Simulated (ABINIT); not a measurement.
**A GW run on SrTiO3 (Tausonite) in ABINIT, with inputs changed**

A base run on SrTiO3 (Tausonite), then changed inputs.

Calculated with ABINIT 10.8.3; PBE and many-body steps on it, plane waves.

Report form: the programs' logs are mostly left out.

### Step 1. Starting point

Symmetry: Pm-3m, No. 221, cubic system. Conventional cell: a = 3.905 Å, b = 3.905 Å, c = 3.905 Å, α = 90.00°, β = 90.00°, γ = 90.00°. Nearest to Sr lie 12 O at 2.76 Å. Ti has 6 O at 1.95 Å nearest. Nearest to O lie 2 Ti at 1.95 Å and 4 Sr at 2.76 Å. Farther neighbours and most contacts between anions are not listed.

Structure file:

```cif
data_structure
_symmetry_space_group_name_H-M 'P 1'
_symmetry_Int_Tables_number 1
_cell_length_a 3.9053
_cell_length_b 3.9053
_cell_length_c 3.9053
_cell_angle_alpha 90.000
_cell_angle_beta 90.000
_cell_angle_gamma 90.000
_cell_volume 59.56
loop_
_atom_site_label
_atom_site_type_symbol
_atom_site_fract_x
_atom_site_fract_y
_atom_site_fract_z
_atom_site_occupancy
Sr1 Sr 0.50000 0.50000 0.50000 1
Ti2 Ti 0.00000 0.00000 0.00000 1
O3 O 0.50000 0.00000 0.00000 1
O4 O 0.00000 0.50000 0.00000 1
O5 O 0.00000 0.00000 0.50000 1
```

The cell and positions come from the Crystallography Open Database and are kept as given unless a step says otherwise.

### Step 2. Screening, 4×4×4 mesh, 197 bands, screening to 190.5 eV

This step: ABINIT 10.8.3; RPA screening on PBE, plane waves, norm-conserving pseudopotentials.

The RPA dielectric matrix is built and inverted for each q.

run.abi

```
acell 3*1.0 Angstrom
rprim 
  3.905280000000 0.000000000000 0.000000000000
  0.000000000000 3.905280000000 0.000000000000
  0.000000000000 0.000000000000 3.905280000000
ntypat 3
znucl 38 22 8
natom 5
typat 1 2 3 3 3
xred 
  0.500000000000 0.500000000000 0.500000000000
  0.000000000000 0.000000000000 0.000000000000
  0.500000000000 0.000000000000 0.000000000000
  0.000000000000 0.500000000000 0.000000000000
  0.000000000000 0.000000000000 0.500000000000
pp_dirpath "pseudos"
pseudos "Sr.upf, Ti.upf, O.upf"
ecut 38
ngkpt 4 4 4
nshiftk 1
shiftk 0 0 0
kptopt 1
chksymbreak 0
istwfk *1
occopt 1
irdwfk 1
optdriver 3
nband 197
ecuteps 7
inclvkb 2
awtr 1
symchi 1
indata_prefix "in"
outdata_prefix "out"
tmpdata_prefix "tmp"
```

Run with:

```console
OMP_NUM_THREADS=1 mpirun -n 4 abinit run.abi > log
```

The job ended after 3.2 min (4 MPI ranks of Arm Neoverse V1, shared host; peak memory 1.6 GiB; 13 min of CPU time).

This step gave:

```yaml
eps_infinity_with_local_fields_on_this_mesh_along_the_program_s_q_direction: 6.391
the_same_without_local_fields: 6.776
plasma_frequency: 30.43 eV
plane_waves_in_the_screening_matrix: 365
```

Local fields lower ε∞ by 6 %. On a Γ-centred mesh this coarse the value itself is usually too large, while a short band sum pulls it down.

### Step 3. Base

The self-energy is evaluated for the states that the input lists, and the levels follow from it, in one-shot runs by the linearised quasiparticle equation.

This step: G0W0 on PBE, plane waves, norm-conserving pseudopotentials.

Edit run.abi of step 2 so:

```diff
@@ -26,8 +26,17 @@
 irdwfk 1
-optdriver 3
+optdriver 4
 nband 197
+gwcalctyp 0
+ecutsigx 38
+symsigma 1
+nkptgw 2
+kptgw 
+  0.5000000000 0.5000000000 0.5000000000
+  0.0000000000 0.0000000000 0.0000000000
+bdgw 
+  18 23
+  18 23
 ecuteps 7
-inclvkb 2
-awtr 1
-symchi 1
+irdscr 1
+ppmodel 1
 indata_prefix "in"
```

The job ended after 42 s (4 MPI ranks; peak memory 1.7 GiB).

This step gave:

```
G0W0 gap on the points computed              : 3.479 eV
starting gap on the mesh                     : 1.908 eV
k of the valence top                         : 0.5, 0.5, 0.5
k of the conduction bottom                   : 0, 0, 0
Z at the valence top                         : 0.767
Z at the conduction bottom                   : 0.781
least direct G0W0 gap on the computed points : 3.852 eV
```

The gap on the mesh goes from 1.91 eV to 3.48 eV, a correction of +1.57 eV.

### Step 4. Coulomb singularity

Edit run.abi of step 3 so:

```diff
@@ -41,2 +41,3 @@
 ppmodel 1
+gw_icutcoul 7
 indata_prefix "in"
```

The job ended after 42 s (4 MPI ranks; peak memory 1.7 GiB).

Numbers from this step:

| Item | Value |
| --- | --- |
| G0W0 gap on the points computed | 3.480 eV |
| starting gap on the mesh | 1.908 eV |
| k of the valence top | 0.5, 0.5, 0.5 |
| k of the conduction bottom | 0, 0, 0 |
| Z at the valence top | 0.766 |
| Z at the conduction bottom | 0.781 |
| least direct G0W0 gap on the computed points | 3.853 eV |

Against G0W0 in ABINIT (4×4×4 mesh, 197 bands, screening to 190.5 eV, Godby-Needs plasmon pole), the gap moves by +0.001 eV.

### Step 5. Side by side

Times are wall times on 4 MPI ranks of Arm Neoverse V1, shared host, good to a factor of about two. A run's time includes the screening step that it read.

```tsv
run	mesh	bands	screening cutoff (eV)	DFT gap (eV)	gap on the mesh (eV)	direct (eV)	ε∞ used	time
base	4×4×4	197	190.5	1.908	3.479	3.852	6.39	3.9 min
Coulomb singularity	4×4×4	197	190.5	1.908	3.480	3.853	6.39	3.9 min
```

### Step 6. Results

| Item | Value |
| --- | --- |
| base | 3.479 eV |
| Coulomb singularity | 3.480 eV |
| known limits | not at the basis limit; no spin-orbit coupling; coarse k mesh |

**Reading.** Coulomb singularity: +0.001 eV against base (keys changed: gw_icutcoul). Bands and cutoff are finite, so the gap is not at the basis limit. The miss can reach some tenths of an eV and take either sign; the mesh is an error of its own. In the first G0W0 run levels were corrected at 2 k points alone, so a gap called «on the mesh» is the least over those, and an edge elsewhere would be missed. The 4×4×4 mesh is coarse for this cell, which bears on the long-range parts of exchange and screening. This is the ideal cubic cell; many perovskites, halides above all, are cubic only on average, and local tilts or off-centring can widen the gap. The many-body steps are scalar-relativistic: spin-orbit coupling is not in them.

[Paths, hosts, dates, memory and timing lines, banners, echoed tables and standing remarks are left out of the program output.]

[Logs are printed without paths, hosts, clocks, repeated set-up lines and the standing remarks that a program may print on its own settings, such as how far it seeks lower states.]

[Runs of the session that timed out or met a known fault of the program may be left out.]

[No measured gap is set beside runs whose start may be inverted or whose files or cutoffs have a known fault.]

[Hosts, paths, dates, database ids (printed as entryN), source tags and the programs' standing remarks are cut or masked in the printed files.]

[G0W0 gaps are taken among the corrected bands and points alone; a level outside them can change the order at an edge.]

[Where Ansatz stands beside ABINIT at settings called matched, ABINIT's density can come from a denser mesh and the files from another edition; pairs whose starting gaps differed by over 0.03 eV were left out, so agreement reads better than it is.]
